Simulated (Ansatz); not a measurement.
**CaGeS3 (model cell, started as cubic perovskite with Ge in the octahedra): following an unstable mode**

Which phase does CaGeS3 (model cell, started as cubic perovskite with Ge in the octahedra) fall into along its unstable mode, and how much energy does it gain?

Program: Ansatz 0.2.0. Level of theory: DFT PBEsol, scalar-relativistic, plane waves, PAW; PAW set soft_1. Results are calculated unless marked as measured.

The structure was built from a prototype and need not be the compound's stable phase.

## (1) The structure

The structure is cubic, space group Pm-3m (No. 221). Conventional cell: a = 4.701 Å, b = 4.701 Å, c = 4.701 Å, α = 90.00°, β = 90.00°, γ = 90.00°. Nearest to Ca lie 12 S at 3.32 Å. Nearest to Ge lie 6 S at 2.35 Å. Nearest to S lie 2 Ge at 2.35 Å and 4 Ca at 3.32 Å. Farther neighbours and most contacts between anions are not listed.

Coordinates:

```cif
data_structure
_symmetry_space_group_name_H-M 'P 1'
_symmetry_Int_Tables_number 1
_cell_length_a 4.7008
_cell_length_b 4.7008
_cell_length_c 4.7008
_cell_angle_alpha 90.000
_cell_angle_beta 90.000
_cell_angle_gamma 90.000
_cell_volume 103.87
loop_
_atom_site_label
_atom_site_type_symbol
_atom_site_fract_x
_atom_site_fract_y
_atom_site_fract_z
_atom_site_occupancy
Ca1 Ca 0.00000 0.00000 0.00000 1
Ge2 Ge 0.50000 0.50000 0.50000 1
S3 S 0.50000 0.50000 0.00000 1
S4 S 0.50000 0.00000 0.50000 1
S5 S 0.00000 0.50000 0.50000 1
```

## (2) Response at finite wavevector

The cell comes from relaxations at this level that are not shown. Stability and thermal properties need the whole zone. Linear response on a 4×4×4 q mesh gives force constants as far as a supercell of that size would.

Contents of input.yaml:

```yaml
crystal:
  lattice:
    - [4.7007771819, 0.0, 0.0]
    - [0.0, 4.7007771819, 0.0]
    - [0.0, 0.0, 4.7007771819]
  atoms:
    - { symbol: Ca, position: [0.0, 0.0, 0.0] }
    - { symbol: Ge, position: [0.5, 0.5, 0.5] }
    - { symbol: S, position: [0.5, 0.5, 0.0] }
    - { symbol: S, position: [0.5, 0.0, 0.5] }
    - { symbol: S, position: [0.0, 0.5, 0.5] }
kpoints:
  mp_grid: { grid: [8, 8, 8] }
hamiltonian:
  xc: pbesol
  pseudopotentials: { kind: paw, azcp: { folder: soft_1 }, xc_functional: pbe }
scf:
  occupations: { method: methfessel_paxton, width: 0.2 }
output:
  eigenvalues: true
phonons:
  method: dfpt
  qmesh: [4, 4, 4]
  temperatures: { t_max: 1000, t_step: 50 }
  qpath:
    path:
      - [[0.0, 0.0, 0.0], [0.0, 0.5, 0.0], [0.5, 0.5, 0.0], [0.0, 0.0, 0.0], [0.5, 0.5, 0.5], [0.0, 0.5, 0.0]]
      - [[0.5, 0.5, 0.5], [0.5, 0.5, 0.0]]
    npoints: 10
```

Command:

```bash
ansatz run input.yaml --threads 4 --pin off --max-ram 16384MiB --backend cpu --events-out ev --progress --plain --runs-dir out
```

Numbers of over 12 decimals in the logs are rounded to 6 here.

Log:

```text
Engine: ansatz 0.2.0, aarch64-unknown-linux-gnu
Pseudopotentials: kind: paw
Pseudopotential: Ca, paw, valence charge 10, recommended cutoff 420 eV (normal), soft_1/Ca.paw.azcp
Pseudopotential: Ge, paw, valence charge 14, recommended cutoff 420 eV (normal), soft_1/Ge.paw.azcp
Pseudopotential: S, paw, valence charge 6, recommended cutoff 420 eV (normal), soft_1/S.paw.azcp
Functional definition: PBEsol
  exchange = pbesol_x
  correlation = pbesol_c
Crystal: 5 atoms, lattice volume = 103.875 Å³
Basis set: ecut = 420 eV, 2007 PW (Γ), exchange–correlation on 64×64×64 points (8 copies of the dense FFT grid, shifted against one another)
Bands: 26, of which v1, the nominal top of the filled ones, is band 21 counted from 1 (20 counted from 0)
Symmetry: 48 space group operations
k-points: 35 of 512
Non-local potential: Ca, projectors of the file, l = 0: 3, l = 1: 2, l = 2: 2
Non-local potential: Ge, projectors of the file, l = 0: 2, l = 1: 2, l = 2: 3, l = 3: 1
Non-local potential: S, projectors of the file, l = 0: 2, l = 1: 2, l = 2: 1
PAW form: soft (Blöchl's): semilocal exchange-correlation on the pseudo side does not see the compensation charge
PAW frozen core: Ca, regenerated for the run's functional, and the local potential with it (the file was generated under x = pbe(κ = 0.804, μ = 0.219515), c = pbe(β = 0.066725))
PAW frozen core: Ge, regenerated for the run's functional, and the local potential with it (the file was generated under x = pbe(κ = 0.804, μ = 0.219515), c = pbe(β = 0.066725))
PAW frozen core: S, regenerated for the run's functional, and the local potential with it (the file was generated under x = pbe(κ = 0.804, μ = 0.219515), c = pbe(β = 0.066725))
PAW one-centre angular grid: Ca, 110 points (default); XC on 64 Gauss nodes
PAW one-centre angular grid: Ge, 590 points (default); XC on 64 Gauss nodes
PAW one-centre angular grid: S, 110 points (default); XC on 64 Gauss nodes
Initial density: superposition of atomic densities (chi_scale 0.1, normalization cell, long waves kept (reshape's long-wave potential 0.01 eV rms))
Initial wavefunctions: pseudopotential atomic-orbital guess
Functional: x = pbesol(κ = 0.804, μ = 0.123457), c = pbesol(β = 0.046)
SCF iter   1: F=—  HF=-8706.219846 eV  |F-HF|=—  |Δ(HF+E_count)|=         —  Δρ=3.86e-2  dr2=2.77e0  ethr=3.10e-3  ⟨swp⟩=8.4  Hψ=4790  notcnv=0
preconditioner: auto → Kerker (q_TF=auto, 2.346 Å⁻¹)  [metal: Δε(μ)=0.013 eV  Ē_g=7.310 eV  σ=0.200 eV  W_gap=0.06  n_scr=26 (ndim 8)  ℏωp=17.8 eV  f_vac=0.000  D(μ)=2.32/eV (n_scr^D=18)]
SCF iter   2: F=—  HF=-8705.569727 eV  |F-HF|=—  |Δ(HF+E_count)|=   6.50e-1  S|Δr|=    0.00e0  Δρ=2.03e-2  dr2=8.42e-1  ethr=3.10e-3  ⟨swp⟩=3.0  Hψ=1998  notcnv=0  defer=19
SCF iter   3: F=—  HF=-8705.312464 eV  |F-HF|=—  |Δ(HF+E_count)|=   2.57e-1  S|Δr|=    0.00e0  Δρ=5.14e-3  dr2=7.56e-2  ethr=2.01e-3  ⟨swp⟩=3.3  Hψ=2300  notcnv=0  defer=19
SCF iter   4: F=—  HF=-8705.290746 eV  |F-HF|=—  |Δ(HF+E_count)|=   2.17e-2  S|Δr|=    0.00e0  Δρ=1.85e-3  dr2=7.30e-3  ethr=1.80e-4  ⟨swp⟩=2.2  Hψ=1855  notcnv=0  defer=18
SCF iter   5: F=—  HF=-8705.287241 eV  |F-HF|=—  |Δ(HF+E_count)|=   3.51e-3  S|Δr|=    0.00e0  Δρ=1.09e-3  dr2=1.96e-3  ethr=1.74e-5  ⟨swp⟩=2.0  Hψ=1561  notcnv=0  defer=18
SCF iter   6: F=—  HF=-8705.286797 eV  |F-HF|=—  |Δ(HF+E_count)|=   4.44e-4  S|Δr|=    0.00e0  Δρ=3.66e-4  dr2=3.10e-4  ethr=4.67e-6  ⟨swp⟩=2.3  Hψ=1543  notcnv=0  defer=17
SCF iter   7: F=—  HF=-8705.286749 eV  |F-HF|=—  |Δ(HF+E_count)|=   4.77e-5  S|Δr|=    0.00e0  Δρ=7.53e-5  dr2=1.26e-5  ethr=7.38e-7  ⟨swp⟩=2.9  Hψ=1643  notcnv=0  defer=17
SCF iter   8: F=—  HF=-8705.286752 eV  |F-HF|=—  |Δ(HF+E_count)|=   2.10e-6  S|Δr|=    0.00e0  Δρ=1.16e-5  dr2=2.60e-7  ethr=3.01e-8  ⟨swp⟩=2.1  Hψ=1390  notcnv=0  defer=17
SCF iter   9: F=—  HF=-8705.286750 eV  |F-HF|=—  |Δ(HF+E_count)|=   1.41e-6  S|Δr|=    0.00e0  Δρ=2.38e-6  dr2=8.99e-9  ethr=6.20e-10  ⟨swp⟩=2.5  Hψ=1659  notcnv=0  defer=17
SCF iter  10: F=—  HF=-8705.286750 eV  |F-HF|=—  |Δ(HF+E_count)|=  5.84e-10  S|Δr|=    0.00e0  Δρ=5.57e-7  dr2=3.81e-10  ethr=2.14e-11  ⟨swp⟩=2.0  Hψ=1595  notcnv=0  defer=17
SCF iter  11: F=—  HF=-8705.286750 eV  |F-HF|=—  |Δ(HF+E_count)|=  1.82e-11  S|Δr|=    0.00e0  Δρ=1.88e-7  dr2=5.01e-11  ethr=1.00e-12  ⟨swp⟩=2.7  Hψ=1480  notcnv=0  defer=17
SCF iter  12: F=-8705.286750 eV  HF=-8705.286750 eV  |F-HF|=0.00e0  |Δ(HF+E_count)|=  3.64e-12  S|Δr|=    0.00e0  Δρ=4.70e-8  dr2=3.37e-12  ethr=1.00e-12  ⟨swp⟩=11.5  Hψ=5292  notcnv=0
SCF 1 converged in 12 iterations: F = -8705.286750 eV  dr2 = 3.37e-12
  greatest PAW one-centre occupation: 0.999 electrons in one spin orbital (limit 2), on the Ge atom at site 1 (counted from 0), in its partial waves of l = 2
Initial density: read from a saved state, or passed on in memory by an earlier SCF of this step, an earlier step, the calling program or the single point that the run made first
iter 1 solved again at ethr=4.76e-7 eV; its pass at ethr=3.10e-3 eV (dr2=2.00e-4 eV) is discarded
SCF iter   1: F=—  HF=-8705.286754 eV  |F-HF|=—  |Δ(HF+E_count)|=         —  Δρ=6.98e-7  dr2=8.34e-10  ethr=4.76e-7  ⟨swp⟩=3.9  Hψ=7384  notcnv=0
eigensolver tolerance schedule: the retry pair's looser diagonalisation over-reported the residual by 239542.62 of it (diagonalisation noise at an unbounded share of the residual, at the tolerance the schedule requests for it); recorded, not acted on — ethr = c·dr2/N_el stays at c = 1.0e-1
preconditioner: auto → Kerker (q_TF=auto, 2.346 Å⁻¹)  [metal: Δε(μ)=0.019 eV  Ē_g=8.677 eV  σ=0.200 eV  W_gap=0.08  n_scr=26 (ndim 8)  ℏωp=17.8 eV  f_vac=0.000  D(μ)=3.04/eV (n_scr^D=18)]
SCF iter   2: F=—  HF=-8705.286750 eV  |F-HF|=—  |Δ(HF+E_count)|=   3.58e-6  S|Δr|=    0.00e0  Δρ=3.79e-7  dr2=2.25e-10  ethr=1.99e-12  ⟨swp⟩=4.8  Hψ=2981  notcnv=0
SCF iter   3: F=—  HF=-8705.286750 eV  |F-HF|=—  |Δ(HF+E_count)|=  5.46e-11  S|Δr|=    0.00e0  Δρ=2.20e-7  dr2=7.14e-11  ethr=1.00e-12  ⟨swp⟩=1.1  Hψ=914  notcnv=0
SCF iter   4: F=—  HF=-8705.286750 eV  |F-HF|=—  |Δ(HF+E_count)|=  1.82e-11  S|Δr|=    0.00e0  Δρ=1.25e-7  dr2=2.35e-11  ethr=1.00e-12  ⟨swp⟩=1.0  Hψ=910  notcnv=0
SCF iter   5: F=-8705.286750 eV  HF=-8705.286750 eV  |F-HF|=3.64e-12  |Δ(HF+E_count)|=  3.64e-12  S|Δr|=    0.00e0  Δρ=4.92e-8  dr2=3.77e-12  ethr=1.00e-12  ⟨swp⟩=4.9  Hψ=2704  notcnv=0
SCF 2 converged in 5 iterations: F = -8705.286750 eV  dr2 = 3.77e-12
phonons: the bands overlap, so this run is a metal and interpolates without the dipole-dipole term. If the crystal is really an insulator or semiconductor, its LO-TO splitting is missing
NSCF: frozen V_eff on 35 k-points
NSCF: frozen V_eff on 125 k-points
DFPT response loops at q = (0, 0, 0) (fractional): preconditioner auto → Kerker (q_TF=auto, 2.346 Å⁻¹) (partly filled bands, converged f_vac=0.000); β = 1.00, the filter's whole step (`scf.mixing.beta` (0.50) is not read by the response loops under this deck's `scf.mixing.preconditioner`; to damp them name `kerker` or `kerker_dos`, under which they read `scf.mixing.beta`, and type it under 1.00, their step now; both keys bind the ground state too); Broyden in place of MSR1
NSCF: frozen V_eff on 400 k-points
DFPT response loops at q = (0, 0, 0.25) (fractional): mixed as the last ones told, above
NSCF: frozen V_eff on 250 k-points
DFPT response loops at q = (0, 0, -0.5) (fractional): mixed as the last ones told, above
NSCF: frozen V_eff on 640 k-points
DFPT response loops at q = (0, 0.25, 0.25) (fractional): mixed as the last ones told, above
NSCF: frozen V_eff on 400 k-points
DFPT response loops at q = (0, 0.25, -0.5) (fractional): mixed as the last ones told, above
NSCF: frozen V_eff on 250 k-points
DFPT response loops at q = (0, -0.5, -0.5) (fractional): mixed as the last ones told, above
NSCF: frozen V_eff on 1024 k-points
DFPT response loops at q = (0.25, 0.25, 0.25) (fractional): mixed as the last ones told, above
NSCF: frozen V_eff on 640 k-points
DFPT response loops at q = (0.25, 0.25, -0.5) (fractional): mixed as the last ones told, above
NSCF: frozen V_eff on 400 k-points
DFPT response loops at q = (0.25, -0.5, -0.5) (fractional): mixed as the last ones told, above
NSCF: frozen V_eff on 250 k-points
DFPT response loops at q = (-0.5, -0.5, -0.5) (fractional): mixed as the last ones told, above
SCF converged after 12 iterations
Stability not checked: this state was not tested for a lower state beside it, because cold or Methfessel-Paxton smearing, or corrected tetrahedra, fill the levels in a way that the test cannot read (fill_not_monotonic; see scf.lower_state_search)
Free energy (F): -8705.286750 eV
Harris-Foulkes:  -8705.286750 eV  (|F-HF|=0.00e0)
Internal energy: -8705.275340 eV  (E = F + TS)
E sigma→0 (E₀):  -8705.283898 eV
Entropy (-TS):   -0.011410 eV (-2.282 meV/atom)
Fermi energy:    7.280752 eV
--- Per-component energies (eV) ---
  E_band       = -292.122245
  E_kinetic    = 662.866519
  E_local      = -3578.759881  (includes V_loc(G=0)·N_el)
  E_nonlocal   = 415.740226
  E_hartree    = 1537.323911
  E_xc         = -462.056574
  E_vxc        = -471.366434  (∫ρ·V_xc dr)
  E_paw        = -4594.083082  (= ΣΔE_a)
  E_vpaw       = -395.250537  (= ΣTr[D̂ρ^β])
  E_aug_tail   = 0.000009  (compensation charges beyond the density's cutoff)
  E_ewald      = -2687.529049
  E_core_change = 1.222580  (= ΣΔE_core)
  E_smearing   = -0.011410  (= −TS)
  E_closure    = 0.000000  (closes the sum)
  Σ components = -8705.286750   (vs F -8705.286750, Δ=0.00e0)
--- Band table (eV; the first three rows and the last of 35) ---
  k-point 0: bands = [... 17 lower, 6.1709, 6.1709, 6.4299, 6.4299, 6.4299, 10.0417, 10.0417, 10.2605, ... 1 higher]
  k-point 1: bands = [... 17 lower, 6.0324, 6.0324, 6.2548, 6.3569, 6.3569, 10.1601, 10.3113, 10.4442, ... 1 higher]
  k-point 2: bands = [... 17 lower, 5.6649, 5.6706, 6.2183, 6.2615, 6.2615, 10.4650, 10.5854, 10.9119, ... 1 higher]
  k-point 34: bands = [... 17 lower, 6.1094, 7.6934, 7.6934, 7.6934, 9.7036, 9.7036, 9.7036, 9.7245, ... 1 higher]
--- Phonons (Γ-DFPT): 4 representative perturbations + reference (Σ response iterations 12) ---
  ASR residual: 1.023e-5 → 0.000e0 eV/Å²; symmetrization residual: 7.831e-6 eV/Å²
  ASR residual per site (eV/Å²): 1.50e-6 6.16e-6 1.02e-5 1.02e-5 1.02e-5
  Γ frequencies (cm⁻¹): -127.68 -127.68 -127.68 -92.75 -92.75 -92.75 -15.79 -15.79 -15.79 0.00 0.00 0.00 317.78 317.78 317.78
--- Phonons (arbitrary-q DFPT): 10 irreducible q on the 4×4×4 mesh ---
  q = [0.0000, 0.0000, 0.0000] (star 1, of the zone-centre solve; hermiticity 1.61e-6, symmetrization 4.53e-12): -127.68 -127.68 -127.68 -92.75 -92.75 -92.75 -15.79 -15.79 -15.79 -0.00 0.00 0.00 317.78 317.78 317.78
  q = [0.0000, 0.0000, 0.2500] (star 6, 9 solved perturbations in 1560 linear systems a pass and spin channel, the states on 200 of 512 k-point pairs; hermiticity 1.23e-6, symmetrization 2.78e-12): -140.31 -121.85 -121.85 -118.70 -96.69 -96.69 -24.31 -20.05 -20.05 41.26 41.26 133.82 283.74 317.47 317.47
  q = [0.0000, 0.0000, -0.5000] (star 3, 9 solved perturbations in 975 linear systems a pass and spin channel, the states on 125 of 512 k-point pairs; hermiticity 1.74e-6, symmetrization 1.83e-8): -143.98 -130.26 -125.00 -125.00 -96.63 -96.63 -33.91 -33.91 12.01 49.48 49.48 200.84 309.26 318.76 318.76
  q = [0.0000, 0.2500, 0.2500] (star 12, 9 solved perturbations in 2460 linear systems a pass and spin channel, the states on 320 of 512 k-point pairs; hermiticity 1.16e-6, symmetrization 8.11e-14): -159.82 -134.98 -115.38 -114.70 -99.76 -80.97 -28.05 -25.41 30.79 55.73 139.08 145.02 274.06 310.41 317.03
  q = [0.0000, 0.2500, -0.5000] (star 12, 15 solved perturbations on 200 of 512 k-point pairs; hermiticity 1.48e-6, symmetrization 1.06e-7): -165.42 -155.34 -125.96 -118.94 -96.62 -40.49 -8.39 31.57 60.80 66.20 147.91 205.92 281.68 318.52 326.78
  q = [0.0000, -0.5000, -0.5000] (star 3, 9 solved perturbations in 975 linear systems a pass and spin channel, the states on 125 of 512 k-point pairs; hermiticity 1.03e-6, symmetrization 8.80e-9): -165.51 -165.51 -156.90 -107.41 -107.41 -46.79 55.32 55.32 65.02 105.77 210.65 210.65 274.03 316.23 319.51
  q = [0.2500, 0.2500, 0.2500] (star 8, 4 solved perturbations in 1376 linear systems a pass and spin channel, the states on 512 of 512 k-point pairs; hermiticity 1.14e-6, symmetrization 3.57e-12): -154.55 -154.55 -150.38 -104.51 -104.51 -59.08 -14.92 59.04 59.04 143.91 143.91 154.48 277.53 277.53 340.76
  q = [0.2500, 0.2500, -0.5000] (star 12, 9 solved perturbations in 2460 linear systems a pass and spin channel, the states on 320 of 512 k-point pairs; hermiticity 1.49e-6, symmetrization 5.87e-8): -166.48 -165.85 -149.00 -103.39 -102.11 -69.28 71.96 82.71 85.98 147.92 155.86 210.19 276.98 282.36 354.58
  q = [0.2500, -0.5000, -0.5000] (star 6, 9 solved perturbations in 1560 linear systems a pass and spin channel, the states on 200 of 512 k-point pairs; hermiticity 1.03e-6, symmetrization 3.92e-8): -167.11 -167.11 -161.57 -103.59 -103.59 -80.76 94.97 94.97 110.30 155.29 214.71 214.71 270.69 273.04 360.33
  q = [-0.5000, -0.5000, -0.5000] (star 1, 4 solved perturbations in 350 linear systems a pass and spin channel, the states on 125 of 512 k-point pairs; hermiticity 7.40e-7, symmetrization 5.10e-9): -166.86 -166.86 -166.86 -101.96 -101.96 -101.96 114.80 114.80 114.80 219.98 219.98 219.98 268.35 268.35 375.92
  sum rule: each row above includes the acoustic sum rule's correction from the zone centre's row sums; it moved no ω² by more than (0.29 cm⁻¹)²
  mesh force constants: q→R imaginary residual 5.80e-19; ASR residual 1.023e-5 → 0.000e0 eV/Å²; symmetrization residual 1.599e-14 eV/Å²
  interpolated dispersion: 62 rows × 15 modes
  density of states and harmonic sums: on the 16×16×16 q-mesh, interpolated from the force constants of a 4×4×4 supercell (no non-analytic term)
  largest difference from the sums on the solved wave vectors: F 7.45e-2 eV, S 9.65e-5 and C_V 2.20e-5 eV/K
  zero-point energy: 0.090775 eV/cell   skipped modes (ω ≤ 0): 1158, of them read as no rigid motion or as one in doubt: 1155 (6.900e0 modes/cell left out, lowest -167.40 cm⁻¹)   left out of the sums: 4.60e-1 of the cell's modes: C_V's classical limit lies that fraction below 3 k_B per atom; for a crystal, a wire or a layer, F and S can be off by more, and a phonons.interpolated_qmesh denser along its periods is the remedy for the sampling
```

Run time: 18 min. Hardware: 4 threads of Arm Neoverse V1, shared host; peak memory 3.1 GiB.

In the SCF lines HF is the Harris–Foulkes energy and dr2 the Hartree energy of the density residual, in eV; the loop may stop once dr2 is under the threshold and the program's other checks hold. Hψ counts applications of the Hamiltonian.

This step gave:

* volume per atom: 20.77 Å³
* gap on the k-mesh: 0 eV
* sum-rule residual before enforcement: 1.02e-5 eV/Å²
* lowest frequency on the path: -167.4 cm⁻¹
* point group: m-3m
* highest frequency on the path or at a solved wavevector: 375.9 cm⁻¹
* highest optical mode at the zone centre (no LO-TO term): 317.8 cm⁻¹
* lowest optical zone-centre mode: -127.7 cm⁻¹
* lowest mode on the q mesh (acoustic modes at Γ apart): -167.1 cm⁻¹

Frequencies (cm⁻¹) solved at each irreducible wavevector; negative means imaginary. Frequencies by wavevector, by row:

| q in reciprocal lattice units | star | mode 1 | mode 2 | mode 3 | mode 4 | mode 13 | mode 14 | mode 15 |
| --- | --- | --- | --- | --- | --- | --- | --- | --- |
| 0 0 0 | 1 | -127.7 | -127.7 | -127.7 | -92.8 | 317.8 | 317.8 | 317.8 |
| 0 0 0.25 | 6 | -140.3 | -121.8 | -121.8 | -118.7 | 283.7 | 317.5 | 317.5 |
| 0 0 -0.5 | 3 | -144 | -130.3 | -125 | -125 | 309.3 | 318.8 | 318.8 |
| 0 0.25 0.25 | 12 | -159.8 | -135 | -115.4 | -114.7 | 274.1 | 310.4 | 317 |
| 0 0.25 -0.5 | 12 | -165.4 | -155.3 | -126 | -118.9 | 281.7 | 318.5 | 326.8 |
| 0 -0.5 -0.5 | 3 | -165.5 | -165.5 | -156.9 | -107.4 | 274 | 316.2 | 319.5 |
| 0.25 0.25 0.25 | 8 | -154.6 | -154.6 | -150.4 | -104.5 | 277.5 | 277.5 | 340.8 |
| 0.25 0.25 -0.5 | 12 | -166.5 | -165.8 | -149 | -103.4 | 277 | 282.4 | 354.6 |
| 0.25 -0.5 -0.5 | 6 | -167.1 | -167.1 | -161.6 | -103.6 | 270.7 | 273 | 360.3 |
| -0.5 -0.5 -0.5 | 1 | -166.9 | -166.9 | -166.9 | -102 | 268.4 | 268.4 | 375.9 |

Interpolated from a 4×4×4 q mesh. Phonon branches along the path, in cm⁻¹:

| point | branch 1 | branch 2 | branch 3 | branch 4 | branch 12 | branch 13 | branch 14 | branch 15 |
| --- | --- | --- | --- | --- | --- | --- | --- | --- |
| Γ | -128 | -128 | -128 | -93 | 0 | 318 | 318 | 318 |
| halfway | -140 | -122 | -122 | -119 | 134 | 284 | 318 | 318 |
| X | -144 | -130 | -125 | -125 | 201 | 309 | 319 | 319 |
| halfway | -165 | -155 | -126 | -119 | 206 | 282 | 318 | 327 |
| M | -166 | -166 | -157 | -107 | 211 | 274 | 316 | 320 |
| halfway | -160 | -135 | -115 | -115 | 145 | 274 | 310 | 317 |
| Γ | -128 | -128 | -128 | -93 | 0 | 318 | 318 | 318 |
| halfway | -155 | -155 | -150 | -104 | 154 | 278 | 278 | 341 |
| R | -167 | -167 | -167 | -102 | 220 | 268 | 268 | 376 |
| halfway | -166 | -166 | -149 | -103 | 210 | 277 | 282 | 355 |
| X | -144 | -130 | -125 | -125 | 201 | 309 | 319 | 319 |
| jump to R | -167 | -167 | -167 | -102 | 220 | 268 | 268 | 376 |
| halfway | -167 | -167 | -162 | -104 | 215 | 271 | 273 | 360 |
| M | -166 | -166 | -157 | -107 | 211 | 274 | 316 | 320 |

Symmetry leaves 10 wavevectors to solve. The lowest mode among them, the acoustic zeros apart, lies at q = (0.25, -0.5, -0.5) and is imaginary, 167.1i cm⁻¹, so the energy falls along it.

(Part 1 of 3 ends here.)

[Logs are printed without paths, hosts, clocks, repeated set-up lines and the standing remarks that a program may print on its own settings, such as how far it seeks lower states.]

[Hosts, paths, dates, database ids (printed as entryN), source tags and the programs' standing remarks are cut or masked in the printed files.]
